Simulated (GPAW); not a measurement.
# W2COS MXene monolayer: work function by functional and basis, part 2 of 2

Aim: the work function of both faces of W2COS MXene monolayer, and its spread over functionals and bases.

GPAW 26.7.0; GPAW, PAW setups; layer in a repeated cell with vacuum, relaxation of atoms and in-plane cell (the session's first sound run).

So far, upper work function (eV): step 3 (plane waves, PBE) 5.75; step 4 (revPBE) 5.61; step 5 (LDA) 6.14; step 6 (GPAW, PAW setups) 6.04.

### 7. Self-consistent run: xc = "RPBE"

The same geometry under RPBE, to see how far the functional moves the levels against the vacuum.

The input, run.py:

```python
import json
import numpy as np
from ase import Atoms
from gpaw import GPAW, PW

slab = Atoms(
    ['S', 'W', 'C', 'W', 'O'],
    positions=[
        [-0.00000, 1.83111, 8.00000],
        [1.58578, 0.91555, 9.65588],
        [0.00000, -0.00000, 10.77554],
        [-0.00000, 1.83111, 11.84860],
        [1.58578, 0.91555, 12.95818]],
    cell=[[3.17157, -0.0, 0.0], [-1.58578, 2.74665, 0.0], [0.0, 0.0, 20.9582]],
    pbc=[True, True, False])

slab.calc = GPAW(mode=PW(500), xc='RPBE', kpts={'size': (12, 12, 1), 'gamma': True},
                 occupations={'name': 'fermi-dirac', 'width': 0.05}, nbands='160%',
                 convergence={'density': 1e-05}, maxiter=200,
                 poissonsolver={'dipolelayer': 'xy'},
                 symmetry={'tolerance': 1e-3}, txt='slab.txt')
result = {}
energy = slab.get_potential_energy()
fermi = slab.calc.get_fermi_level()
v = slab.calc.get_electrostatic_potential().mean((0, 1)) - fermi
n = slab.calc.get_pseudo_density().mean((0, 1))
L = slab.cell[2, 2]
z = np.arange(len(v)) * L / len(v)
low, high = slab.positions[:, 2].min(), slab.positions[:, 2].max()
below, above = np.interp([low - 5.8, high + 5.8], z, v)
slopes = [np.interp(x, z, np.gradient(v, z)) for x in (low - 5.8, high + 5.8)]
eps = np.array([[slab.calc.get_eigenvalues(k, s) for k in range(len(slab.calc.get_ibz_k_points()))]
                for s in range(slab.calc.get_number_of_spins())]) - fermi
top, bottom = eps[eps < 0].max(), eps[eps > 0].min()
dipole = slab.get_dipole_moment()[2]
print(f'energy {energy:.4f} eV, Fermi level {fermi:.4f} eV, dipole {dipole:.5f} e A')
print(f'potential 5.8 A off the faces, from the Fermi level: lower {below:.4f} eV, upper {above:.4f} eV')
print(f'slope of the potential there: lower {slopes[0]:.5f}, upper {slopes[1]:.5f} eV/A')
print(f'nearest levels on the mesh: {top:.4f} and {bottom:.4f} eV')
print('magnetic moment', round(slab.get_magnetic_moment(), 3))
result.update(energy=energy, fermi=fermi, dipole=dipole, below=below, above=above, slopes=slopes, edges=[top, bottom],
              z=z.tolist(), v=v.tolist(), n=n.tolist(), positions=slab.positions.tolist(),
              forces=slab.get_forces(apply_constraint=False).tolist(), moments=slab.get_magnetic_moments().tolist())
json.dump(result, open('result.json', 'w'))
```

Run with:

```bash
$ OMP_NUM_THREADS=1 OPENBLAS_NUM_THREADS=1 python run.py
```

It took 74 s on 1 thread of Intel Xeon 6975P-C (Granite Rapids), shared host; peak memory 0.26 GiB.

Numbers from this step:

| Property | Result |
| --- | --- |
| dipole along the normal | -0.03726 e·Å |
| levels nearest the Fermi level on the mesh | -0.007029, 0.09549 eV from the Fermi level |
| upper work function | 5.604 eV |
| lower work function | 4.824 eV |

The electrostatic potential energy of an electron (without an applied field's), less the Fermi level, planar mean oscillates, so the rows of the table below give means over windows of 0.5 Å about each position, cut where the curve ends. Its maxima inside the range that stand out by 2 % of the span (Å: eV): 8.70: -6.13, 10.39: -12.1, 11.13: -13.1, 12.63: -10.4. Its minima: 8.05: -19.4, 9.64: -25.2, 10.76: -15.1, 11.88: -25.4, 12.91: -11.7.

Table of electrostatic potential energy of an electron (without an applied field's), less the Fermi level, planar mean by z; means over each step:

z (Å), electrostatic potential energy of an electron (without an applied field's), less the Fermi level, planar mean (eV) and a bar from the least value:
```
      0.0        5.1 #############################
      0.5        4.8 #############################
      1.0        4.8 #############################
      1.5        4.8 #############################
      2.0        4.8 #############################
      2.5        4.8 #############################
      3.0        4.8 #############################
      3.5        4.8 #############################
      4.0        4.8 #############################
      4.5        4.8 #############################
      5.0        4.8 #############################
      5.5        4.8 #############################
      6.0        4.7 #############################
      6.5        4.3 #############################
      7.0        2.4 ###########################
      7.5       -5.7 ##################
      8.0      -17.4 ######
      8.5       -8.9 ###############
      9.0      -10.2 #############
      9.5      -22.5 
     10.0      -19.3 ####
     10.5      -13.2 ##########
     11.0      -14.0 #########
     11.5      -19.6 ###
     12.0      -22.9 
     12.5      -12.4 ###########
     13.0       -9.2 ##############
     13.5        1.4 ##########################
     14.0        4.9 #############################
     14.5        5.5 ##############################
     15.0        5.6 ##############################
     15.5        5.6 ##############################
     16.0        5.6 ##############################
     16.5        5.6 ##############################
     17.0        5.6 ##############################
     17.5        5.6 ##############################
     18.0        5.6 ##############################
     18.5        5.6 ##############################
     19.0        5.6 ##############################
     19.5        5.6 ##############################
     20.0        5.6 ##############################
     20.5        5.6 ##############################
```

The upper face's work function is 5.604 eV, against 5.750 eV in the first plane-wave PBE run at this geometry.

### 8. Self-consistent run: xc = "vdW-DF2"

The same geometry under vdW-DF2, to see how far the functional moves the levels against the vacuum (the van der Waals functionals take revPBE setups).

Changes to run.py since step 7:

```diff
@@ -16,3 +16,3 @@
 
-slab.calc = GPAW(mode=PW(500), xc='RPBE', kpts={'size': (12, 12, 1), 'gamma': True},
+slab.calc = GPAW(mode=PW(500), xc='vdW-DF2', kpts={'size': (12, 12, 1), 'gamma': True},
                  occupations={'name': 'fermi-dirac', 'width': 0.05}, nbands='160%',
```

Wall time 2.2 min (1 thread); peak memory 0.45 GiB.

Numbers from this step:

```yaml
dipole_along_the_normal: -0.04367 e·Å
levels_nearest_the_fermi_level_on_the_mesh: -0.005672, 0.08988 eV from the Fermi level
upper_work_function: 6.259 eV
lower_work_function: 5.346 eV
```

The electrostatic potential energy of an electron (without an applied field's), less the Fermi level, planar mean oscillates, so the rows of the table below give means over windows of 0.5 Å about each position, cut where the curve ends. Its maxima inside the range that stand out by 2 % of the span (Å: eV): 8.70: -6.18, 10.39: -12.1, 11.13: -13.1, 12.63: -10.3. Its minima: 8.05: -19.3, 9.64: -25.4, 10.76: -15.0, 11.88: -25.6, 12.91: -11.4.

Electrostatic potential energy of an electron (without an applied field's), less the Fermi level, planar mean against z; means over each step:

| z (Å) | electrostatic potential energy of an electron (without an applied field's), less the Fermi level, planar mean (eV) |
| --- | --- |
| 0.0 | 5.64 |
| 0.5 | 5.37 |
| 1.0 | 5.35 |
| 1.5 | 5.35 |
| 2.0 | 5.35 |
| 2.5 | 5.35 |
| 3.0 | 5.35 |
| 3.5 | 5.35 |
| 4.0 | 5.35 |
| 4.5 | 5.34 |
| 5.0 | 5.34 |
| 5.5 | 5.32 |
| 6.0 | 5.22 |
| 6.5 | 4.78 |
| 7.0 | 2.76 |
| 7.5 | -5.40 |
| 8.0 | -17.2 |
| 8.5 | -8.86 |
| 9.0 | -10.4 |
| 9.5 | -22.7 |
| 10.0 | -19.4 |
| 10.5 | -13.2 |
| 11.0 | -13.9 |
| 11.5 | -19.8 |
| 12.0 | -23.0 |
| 12.5 | -12.4 |
| 13.0 | -8.87 |
| 13.5 | 1.86 |
| 14.0 | 5.53 |
| 14.5 | 6.12 |
| 15.0 | 6.23 |
| 15.5 | 6.25 |
| 16.0 | 6.26 |
| 16.5 | 6.26 |
| 17.0 | 6.26 |
| 17.5 | 6.26 |
| 18.0 | 6.26 |
| 18.5 | 6.26 |
| 19.0 | 6.26 |
| 19.5 | 6.26 |
| 20.0 | 6.26 |
| 20.5 | 6.22 |

The upper face's work function is 6.259 eV, against 5.750 eV in the first plane-wave PBE run at this geometry.

### 9. Real-space grid: mode = "fd"

A real-space grid is a second complete basis, so it checks the plane-wave result.

Changes to run.py since step 8:

```diff
@@ -3,3 +3,3 @@
 from ase import Atoms
-from gpaw import GPAW, PW
+from gpaw import GPAW
 
@@ -16,3 +16,3 @@
 
-slab.calc = GPAW(mode=PW(500), xc='vdW-DF2', kpts={'size': (12, 12, 1), 'gamma': True},
+slab.calc = GPAW(mode='fd', h=0.18, xc='PBE', kpts={'size': (12, 12, 1), 'gamma': True},
                  occupations={'name': 'fermi-dirac', 'width': 0.05}, nbands='160%',
```

It took 4 min on 1 thread; peak memory 0.66 GiB.

This step gave:

```
dipole along the normal                    : -0.04026 e·Å
levels nearest the Fermi level on the mesh : -0.005830, 0.09333 eV from the Fermi level
upper work function                        : 5.761 eV
lower work function                        : 4.923 eV
```

The electrostatic potential energy of an electron (without an applied field's), less the Fermi level, planar mean oscillates, so the rows of the table below give means over windows of 0.5 Å about each position, cut where the curve ends. Its maxima inside the range that stand out by 2 % of the span (Å: eV): 8.67: -6.09, 10.39: -12.0, 11.11: -12.9, 12.65: -10.3. Its minima: 8.04: -19.4, 9.67: -25.2, 10.75: -14.9, 11.83: -25.4, 12.92: -11.5.

Table of electrostatic potential energy of an electron (without an applied field's), less the Fermi level, planar mean by z; means over each step:

z (Å), electrostatic potential energy of an electron (without an applied field's), less the Fermi level, planar mean (eV) and a bar from the least value:
```
      0.0        5.0 #############################
      0.5        4.9 #############################
      1.0        4.9 #############################
      1.5        4.9 #############################
      2.0        4.9 #############################
      2.5        4.9 #############################
      3.0        4.9 #############################
      3.5        4.9 #############################
      4.0        4.9 #############################
      4.5        4.9 #############################
      5.0        4.9 #############################
      5.5        4.9 #############################
      6.0        4.8 #############################
      6.5        4.4 #############################
      7.0        2.5 ###########################
      7.5       -5.6 ##################
      8.0      -17.3 ######
      8.5       -8.8 ###############
      9.0      -10.2 #############
      9.5      -22.4 
     10.0      -19.2 ####
     10.5      -13.1 ##########
     11.0      -13.9 #########
     11.5      -19.5 ###
     12.0      -22.8 
     12.5      -12.3 ###########
     13.0       -9.0 ##############
     13.5        1.6 ##########################
     14.0        5.1 #############################
     14.5        5.7 ##############################
     15.0        5.7 ##############################
     15.5        5.8 ##############################
     16.0        5.8 ##############################
     16.5        5.8 ##############################
     17.0        5.8 ##############################
     17.5        5.8 ##############################
     18.0        5.8 ##############################
     18.5        5.8 ##############################
     19.0        5.8 ##############################
     19.5        5.8 ##############################
     20.0        5.8 ##############################
     20.5        5.8 ##############################
```

The upper face's work function is 5.761 eV, against 5.750 eV in the first plane-wave PBE run at this geometry.

### 10. Atomic orbitals: mode = "lcao"

Atom-centred orbitals end a few angstrom from the surface, which tests how much the density's tail matters.

Changes to run.py since step 9:

```diff
@@ -16,4 +16,4 @@
 
-slab.calc = GPAW(mode='fd', h=0.18, xc='PBE', kpts={'size': (12, 12, 1), 'gamma': True},
-                 occupations={'name': 'fermi-dirac', 'width': 0.05}, nbands='160%',
+slab.calc = GPAW(mode='lcao', basis='dzp', h=0.18, xc='PBE', kpts={'size': (12, 12, 1), 'gamma': True},
+                 occupations={'name': 'fermi-dirac', 'width': 0.05}, nbands='120%',
                  convergence={'density': 1e-05}, maxiter=200,
```

Wall time 7.3 min (1 thread); peak memory 0.32 GiB.

This step gave:

```yaml
dipole_along_the_normal: -0.05258 e·Å
levels_nearest_the_fermi_level_on_the_mesh: -0.01423, 0.08910 eV from the Fermi level
upper_work_function: 6.053 eV
lower_work_function: 4.960 eV
```

The upper face's work function is 6.053 eV, against 5.750 eV in the first plane-wave PBE run at this geometry.

### 11. Cost and result by level

Times are for 1 thread of Intel Xeon 6975P-C (Granite Rapids), shared host. The series side by side:

| no. | run | upper work function (eV) | lower work function (eV) | time | memory (GiB) |
| --- | --- | --- | --- | --- | --- |
| 1 | pw | 5.750 | 4.924 | 81 s | 0.27 |
| 2 | revPBE | 5.611 | 4.823 | 84 s | 0.26 |
| 3 | LDA | 6.144 | 5.187 | 84 s | 0.26 |
| 4 | optPBE vdW | 6.042 | 5.181 | 1.8 min | 0.46 |
| 5 | RPBE | 5.604 | 4.824 | 74 s | 0.26 |
| 6 | vdW DF2 | 6.259 | 5.346 | 2.2 min | 0.45 |
| 7 | fd | 5.761 | 4.923 | 4 min | 0.66 |
| 8 | lcao | 6.053 | 4.960 | 7.3 min | 0.32 |

### 12. Side by side

Results and costs are gathered.

This step: comparison of work functions, dipole and cost (GPAW 26.7.0).

Ladder, by row:

| step | code | work function, upper (eV) | work function, lower (eV) | dipole (e Å) | wall time (s) | peak memory (GiB) | threads |
| --- | --- | --- | --- | --- | --- | --- | --- |
| pw | GPAW | 5.75 | 4.924 | -0.03949 | 80.51 | 0.27 | 1 |
| revPBE | GPAW | 5.611 | 4.823 | -0.03769 | 83.65 | 0.26 | 1 |
| LDA | GPAW | 6.144 | 5.187 | -0.04581 | 83.9 | 0.26 | 1 |
| optPBE-vdW | GPAW | 6.042 | 5.181 | -0.04119 | 106.5 | 0.46 | 1 |
| RPBE | GPAW | 5.604 | 4.824 | -0.03726 | 73.76 | 0.26 | 1 |
| vdW-DF2 | GPAW | 6.259 | 5.346 | -0.04367 | 129.2 | 0.45 | 1 |
| fd | GPAW | 5.761 | 4.923 | -0.04026 | 238.3 | 0.66 | 1 |
| lcao | GPAW | 6.053 | 4.96 | -0.05258 | 437.3 | 0.32 | 1 |

### 13. A changed run

One more run, with changed settings.

This step: GPAW, PAW setups; slab in vacuum (GPAW 26.7.0).

Changes to run.py since step 10:

```diff
@@ -3,3 +3,3 @@
 from ase import Atoms
-from gpaw import GPAW
+from gpaw import GPAW, PW
 
@@ -16,5 +16,5 @@
 
-slab.calc = GPAW(mode='lcao', basis='dzp', h=0.18, xc='PBE', kpts={'size': (12, 12, 1), 'gamma': True},
-                 occupations={'name': 'fermi-dirac', 'width': 0.05}, nbands='120%',
-                 convergence={'density': 1e-05}, maxiter=200,
+slab.calc = GPAW(mode=PW(500), xc='PBE', kpts={'size': (12, 12, 1), 'gamma': True},
+                 occupations={'name': 'fermi-dirac', 'width': 0.05}, nbands='100%',
+                 convergence={'density': 1e-05}, maxiter=50,
                  poissonsolver={'dipolelayer': 'xy'},
```

Elapsed: 1.9 min, on 1 thread; peak memory 0.24 GiB.

The run ended with an error.

The program's message: “ValueError: zero-size array to reduction operation minimum which has no identity”

The change that led to it: nbands = "100 % of the filled bands".

### 14. Summary of results

| Item | Value |
| --- | --- |
| work function, upper and lower face | 5.750 and 4.924 eV |
| dipole along the normal | -0.0395 e Å |

In words: With plane waves and PBE the work function is 5.75 eV on the upper face and 4.92 eV on the lower. The two faces differ by 0.83 eV, the step that the slab's dipole makes (e p/(ε0 A) gives 0.82 eV), so the dipole layer is needed. Over the sound runs of the table the upper face's work function spans 5.604 (RPBE) to 6.259 eV (vdW-DF2). Atomic orbitals miss the plane-wave value by 0.30 eV, since they describe the tail of the density in the vacuum poorly. The relaxation of atoms and cell ran in a fully periodic cell without the dipole layer, so the atoms of this polar layer felt a small spurious field. The layer's cell and atoms come from the relaxation; spin-orbit coupling and temperature are left out.

[Logs are printed without paths, hosts, clocks, repeated set-up lines and the standing remarks that a program may print on its own settings, such as how far it seeks lower states.]

[Hosts, paths, dates, database ids (printed as entryN), source tags and the programs' standing remarks are cut or masked in the printed files.]
